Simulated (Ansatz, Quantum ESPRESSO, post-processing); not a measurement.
# vacuum gap of 6.0 Å between two Pt(111) faces: ballistic transmission, part 4 of 4

Aim: the zero-bias transmission with pwcond for this junction: vacuum gap of 6.0 Å between two Pt(111) faces.

Quantum ESPRESSO 7.5; plane-wave DFT, PBEsol, GBRV ultrasoft pseudopotentials; cross-check by Ansatz 0.2.0 with PAW datasets.

So far. Step 3 (Transmission with pwcond.x): The run is unpolarised; a magnetic state was not tried, may lie lower and would change T. Step 3 (Transmission with pwcond.x): At no point does T exceed the number of channels.

### 5. Cross-check with Ansatz

A second code with its own PAW datasets, on the same atoms.

Level of this step: plane-wave DFT, PBEsol, Ansatz PAW (Ansatz 0.2.0).

Contents of input.yaml:

```yaml
crystal:
  lattice:
    - [2.8072139213, 0.0, 0.0]
    - [1.4036069607, 2.4311185697, 0.0]
    - [0.0, 0.0, 44.9653696676]
  atoms:
    - { symbol: Pt, position: [0.0, 0.0, 0.0] }
    - { symbol: Pt, position: [0.333333333, 0.333333333, 0.0509743517] }
    - { symbol: Pt, position: [0.666666667, 0.666666667, 0.1019487034] }
    - { symbol: Pt, position: [0.0, 0.0, 0.1529230552] }
    - { symbol: Pt, position: [0.333333333, 0.333333333, 0.2038974069] }
    - { symbol: Pt, position: [0.666666667, 0.666666667, 0.2548717586] }
    - { symbol: Pt, position: [0.0, 0.0, 0.3058461103] }
    - { symbol: Pt, position: [0.333333333, 0.333333333, 0.356820462] }
    - { symbol: Pt, position: [0.666666667, 0.666666667, 0.4077948138] }
    - { symbol: Pt, position: [0.0, 0.0, 0.5412308345] }
    - { symbol: Pt, position: [0.333333333, 0.333333333, 0.5922051862] }
    - { symbol: Pt, position: [0.666666667, 0.666666667, 0.643179538] }
    - { symbol: Pt, position: [0.0, 0.0, 0.6941538897] }
    - { symbol: Pt, position: [0.333333333, 0.333333333, 0.7451282414] }
    - { symbol: Pt, position: [0.666666667, 0.666666667, 0.7961025931] }
    - { symbol: Pt, position: [0.0, 0.0, 0.8470769448] }
    - { symbol: Pt, position: [0.333333333, 0.333333333, 0.8980512966] }
    - { symbol: Pt, position: [0.666666667, 0.666666667, 0.9490256483] }
kpoints:
  mp_grid: { grid: [10, 10, 1] }
hamiltonian:
  xc: pbesol
scf:
  occupations: { method: fermi_dirac, width: 0.1 }
  convergence: { dr2_threshold: 1.0e-08 }
output:
  transmission: { leads: [[0, 3]], e_range: [-0.4, 0.4], de: 0.4, kmesh: [12, 12] }
  write_potential: true
  write_density: true
  volumetric_format: npy
```

The run is started by

```console
ansatz run input.yaml --threads 4 --pin off --max-ram 8192MiB --backend cpu --events-out ev --progress --plain --runs-dir out
```

Numbers of over 12 decimals in the logs are rounded to 6 here.

The log of the run:

```text
Engine: ansatz 0.2.0, aarch64-unknown-linux-gnu
Pseudopotentials: kind: paw
Pseudopotential: Pt, paw, valence charge 18, recommended cutoff 420 eV (normal), Pt.paw.azcp
Functional definition: PBEsol
  exchange = pbesol_x
  correlation = pbesol_c
Crystal: 18 atoms, lattice volume = 306.874 Å³
Basis set: ecut = 420 eV, 6067 PW (Γ)
Bands: 195, of which v1, the nominal top of the filled ones, is band 162 counted from 1 (161 counted from 0)
Symmetry: 12 space group operations
Space group: P-3m1 (ITA 164), of the structure as read, at distance tolerance 6.7e-5 Å
k-points: 14 of 100
Non-local potential: Pt, projectors of the file, l = 0: 3, l = 1: 2, l = 2: 2, l = 3: 1
PAW form: soft (Blöchl's): semilocal exchange-correlation on the pseudo side does not see the compensation charge
PAW frozen core: Pt, regenerated for the run's functional, and the local potential with it (the file was generated under x = pbe(κ = 0.804, μ = 0.219515), c = pbe(β = 0.066725))
PAW one-centre angular grid: Pt, 590 points (default); XC on 64 Gauss nodes
Initial density: superposition of atomic densities (neutral atoms: chi_scale 0, normalization atom), corrected by the library's trained network
Initial wavefunctions: pseudopotential atomic-orbital guess
Functional: x = pbesol(κ = 0.804, μ = 0.123457), c = pbesol(β = 0.046)
SCF iter   1: F=—  HF=-222907.392809 eV  |F-HF|=—  |Δ(HF+E_count)|=         —  Δρ=1.99e-2  dr2=1.01e2  ethr=1.77e-3  ⟨swp⟩=6.2  Hψ=9425  notcnv=0  defer=88
preconditioner: auto → LDOS  [metal: Δε(μ)=0.005 eV  Ē_g=8.329 eV  σ=0.100 eV  W_gap=0.01  n_scr=116 (ndim 8)  ℏωp=28.4 eV  f_vac=0.069  D(μ)=32.28/eV (n_scr^D=368)  β→1.0]
SCF iter   2: F=—  HF=-222907.197024 eV  |F-HF|=—  |Δ(HF+E_count)|=   1.96e-1  Δρ=5.90e-3  dr2=5.31e-1  ethr=1.77e-3  ⟨swp⟩=1.8  Hψ=3225  notcnv=0  defer=125
SCF iter   3: F=—  HF=-222907.177397 eV  |F-HF|=—  |Δ(HF+E_count)|=   1.96e-2  Δρ=3.31e-3  dr2=4.64e-2  ethr=1.64e-4  ⟨swp⟩=2.2  Hψ=3893  notcnv=0  defer=182
SCF iter   4: F=—  HF=-222907.168258 eV  |F-HF|=—  |Δ(HF+E_count)|=   9.14e-3  Δρ=4.84e-4  dr2=8.28e-3  ethr=1.43e-5  ⟨swp⟩=2.1  Hψ=3918  notcnv=0  defer=182
SCF iter   5: F=—  HF=-222907.168124 eV  |F-HF|=—  |Δ(HF+E_count)|=   1.33e-4  Δρ=2.90e-4  dr2=1.50e-3  ethr=2.56e-6  ⟨swp⟩=2.0  Hψ=3560  notcnv=0  defer=182
SCF iter   6: F=—  HF=-222907.168048 eV  |F-HF|=—  |Δ(HF+E_count)|=   7.63e-5  Δρ=1.02e-4  dr2=1.52e-4  ethr=4.63e-7  ⟨swp⟩=2.0  Hψ=3728  notcnv=0  defer=182
SCF iter   7: F=—  HF=-222907.168040 eV  |F-HF|=—  |Δ(HF+E_count)|=   8.32e-6  Δρ=4.49e-5  dr2=2.27e-5  ethr=4.68e-8  ⟨swp⟩=1.8  Hψ=3442  notcnv=0  defer=182
SCF iter   8: F=—  HF=-222907.168482 eV  |F-HF|=—  |Δ(HF+E_count)|=   4.43e-4  Δρ=2.36e-5  dr2=5.90e-6  ethr=7.00e-9  ⟨swp⟩=1.6  Hψ=3018  notcnv=0  defer=166
SCF iter   9: F=—  HF=-222907.168482 eV  |F-HF|=—  |Δ(HF+E_count)|=   2.30e-7  Δρ=7.62e-6  dr2=5.54e-7  ethr=1.82e-9  ⟨swp⟩=1.7  Hψ=2953  notcnv=0  defer=156
SCF iter  10: F=—  HF=-222907.168482 eV  |F-HF|=—  |Δ(HF+E_count)|=   4.84e-8  Δρ=3.36e-6  dr2=1.35e-7  ethr=1.71e-10  ⟨swp⟩=2.0  Hψ=3567  notcnv=0  defer=146
SCF iter  11: F=—  HF=-222907.168482 eV  |F-HF|=—  |Δ(HF+E_count)|=   5.94e-9  Δρ=1.35e-6  dr2=2.20e-8  ethr=4.17e-11  ⟨swp⟩=2.2  Hψ=3609  notcnv=0  defer=146
SCF iter  12: F=-222907.168482 eV  HF=-222907.168482 eV  |F-HF|=3.75e-9  |Δ(HF+E_count)|=   1.75e-9  Δρ=5.48e-7  dr2=3.90e-9  ethr=3.09e-12  ⟨swp⟩=10.8  Hψ=8208  notcnv=0
SCF 1 converged in 12 iterations: F = -222907.168482 eV  dr2 = 3.90e-9
  greatest PAW one-centre occupation: 1.000 electrons in one spin orbital (limit 2), on the Pt atom at site 11 (counted from 0), in its partial waves of l = 0
transmission: 150 of 1482 steps passed
transmission: 297 of 1482 steps passed
[...]
transmission: 1482 of 1482 steps passed
SCF converged after 12 iterations
Free energy (F): -222907.168482 eV
Harris-Foulkes:  -222907.168482 eV  (|F-HF|=3.75e-9)
Internal energy: -222906.103430 eV  (E = F + TS)
E sigma→0 (E₀):  -222906.635956 eV
Entropy (-TS):   -1.065052 eV (-59.170 meV/atom)
Fermi energy:    19.812250 eV
--- Per-component energies (eV) ---
  E_band       = -3407.582696
  E_kinetic    = 11454.690912
  E_local      = -99852.329600  (includes V_loc(G=0)·N_el)
  E_nonlocal   = 3655.187357
  E_hartree    = 45998.161920
  E_xc         = -4673.570265
  E_vxc        = -5426.672439  (∫ρ·V_xc dr)
  E_paw        = -167692.059281  (= ΣΔE_a)
  E_vpaw       = -5234.773457  (= ΣTr[D̂ρ^β])
  E_aug_tail   = 0.003481  (compensation charges beyond the density's cutoff)
  E_ewald      = -11801.353615
  E_core_change = 5.165661  (= ΣΔE_core)
  E_smearing   = -1.065052  (= −TS)
  E_closure    = 0.000000  (closes the sum)
  Σ components = -222907.168482   (vs F -222907.168482, Δ=0.00e0)
--- Band table (eV; the first three rows and the last of 14) ---
  k-point 0: bands = [... 158 lower, 18.4895, 18.6466, 18.6466, 18.6861, 18.8305, 18.8305, 19.0300, 19.0300, ... 29 higher]
  k-point 1: bands = [... 158 lower, 18.4829, 18.5621, 18.6087, 18.6889, 18.6954, 18.8651, 18.8961, 19.0571, ... 29 higher]
  k-point 2: bands = [... 158 lower, 18.5947, 18.6910, 18.7743, 18.7941, 18.9308, 19.0807, 19.1041, 19.2960, ... 29 higher]
  k-point 13: bands = [... 158 lower, 19.6913, 19.7851, 19.8714, 19.9281, 22.9968, 23.0658, 23.1851, 23.3589, ... 29 higher]
--- Transmission ---
  basis      : 61 plane waves across, 78 finite elements along
  points     : 19, standing for a mesh of 12 x 12
  energies   : 3 from -0.400000 to 0.400000 eV about the Fermi level, 0.400000 eV apart; the leads are filled to 0.000000 eV, and channels, transmission and decay are at 0.000000 eV
  crystal 0  : Pt3, at the sites [0, 3], period 6.8762 Å, over 41.26 Å; its Hamiltonian steps by up to 6.6 meV
    offset         : up to 0.0000 Å between an atom of the period and one for which it stands
    channels       : 1.868056e0 a spin
    conductance    : none, the energies end too early or step too widely for 300 K: set another output.transmission.e_range or a lower de, or, where they end at an eighth of basis.ecutwfc, a higher one
    slowest decay  : 0.1744 /Å at (-0.3333, 0.3333)
  junction   : crystal 0 to crystal 0, -0.45 to 37.64 Å
    transmission   : 2.888027e-3 a spin
    conductance    : none, the energies end too early or step too widely for 300 K: set another output.transmission.e_range or a lower de, or, where they end at an eighth of basis.ecutwfc, a higher one
```

It took 23 s on 4 threads of Arm Neoverse V2, shared host; peak memory 1.6 GiB; 85 s of CPU time.

This step gave:

| Property | Result |
| --- | --- |
| free energy | -222907.1685 eV |
| energy at zero smearing | -222906.6360 eV |
| smearing term TS | 1.065 eV |
| Fermi energy | 19.81 eV |
| symmetry operations | 12 |
| transmission at the Fermi level, one spin | 0.002888 |
| step of the lead's Hamiltonian over a period | 6.6 meV |

Per spin; mean over the k mesh across the current. Transmission, zone mean against energy, zero at the Fermi level:

```
energy (eV)  transmission, zone mean
     -0.400                  0.00382
      0.000                  0.00289
      0.400                  0.00323
```

Per spin; mean over the k mesh across the current. The open channels, zone mean by energy, zero at the Fermi level:

```csv
energy (eV),"open channels, zone mean"
-0.400,1.72
0.000,1.87
0.400,1.02
```

Ansatz finds T = 0.00289 against pwcond's 0.00294.

### 6. All levels side by side

All levels:

```
                   step  T at the Fermi level (per spin)  conductance (G0)  r.m.s. T(E) from the first  CPU time of the step (s)  peak memory (GiB)
                 Ansatz                         0.002888                 -                           0                      84.7              1.567
                 pwcond                         0.002937          0.002937                     6.21e-5                     457.2                0.3
pwcond, changed setting                         0.002972          0.002972                     1.08e-4                     377.4               0.29
```

Per spin; mean over the k mesh across the current. The transmission, zone mean by energy, zero at the Fermi level:

```
energy (eV)   Ansatz   pwcond  pwcond, changed setting
     -0.400  0.00382  0.00390                  0.00398
      0.000  0.00289  0.00294                  0.00297
      0.400  0.00323  0.00319                  0.00321
```

### 7. A check by hand

The Landauer sum over the mesh, Σ w T = 0.0417 × 0.0206 + 0.0417 × 0.00969 + 0.0833 × 0.00482 + … = 0.002937.

G = 0.00294 × 77.48 µS = 0.228 µS a cell. Times the area of 6.825 Å², the resistance-area product is A/G = 300 fΩ m², the leads' contact resistance included.

### 8. What came out

```json
{
  "conductance from T at the Fermi level, a cell (G₀ = 2e²/h)": "0.00294 G₀",
  "conductance per area": "3.33 S/μm²",
  "lead channels per spin": "1.87",
  "the same conductance by Ansatz": "0.00289 G₀"
}
```

**Reading.** The junction conducts 0.00294 G₀ a cell at the Fermi level (PBEsol, GBRV ultrasoft). At the Fermi level the junction passes 0.16 % of what the leads offer, the tunnelling regime. At the Fermi level pwcond and Ansatz differ by 1.7 %, a close match. Points with over 2.5 times the mean carry 54 % of T, so the mean leans on few points, and the mesh was not tested. Over -0.4 to 0.4 eV, T lies between 0.0029 and 0.0039 per spin. The geometry is as built, not relaxed, and the leads are short. Semilocal functionals lack the image potential in a vacuum gap. Spin-orbit coupling is left out; depending on the atoms that carry the levels of interest, it can split and shift them by tenths of an eV to an eV or more.

[Logs are printed without paths, hosts, clocks, repeated set-up lines and the standing remarks that a program may print on its own settings, such as how far it seeks lower states.]

[Hosts, paths, dates, database ids (printed as entryN), source tags and the programs' standing remarks are cut or masked in the printed files.]

[Maps of the electrostatic potential energy from Ansatz leave out the sawtooth potential of an applied field or a dipole correction, so their vacuum need not be flat; planar profiles and work functions include it.]
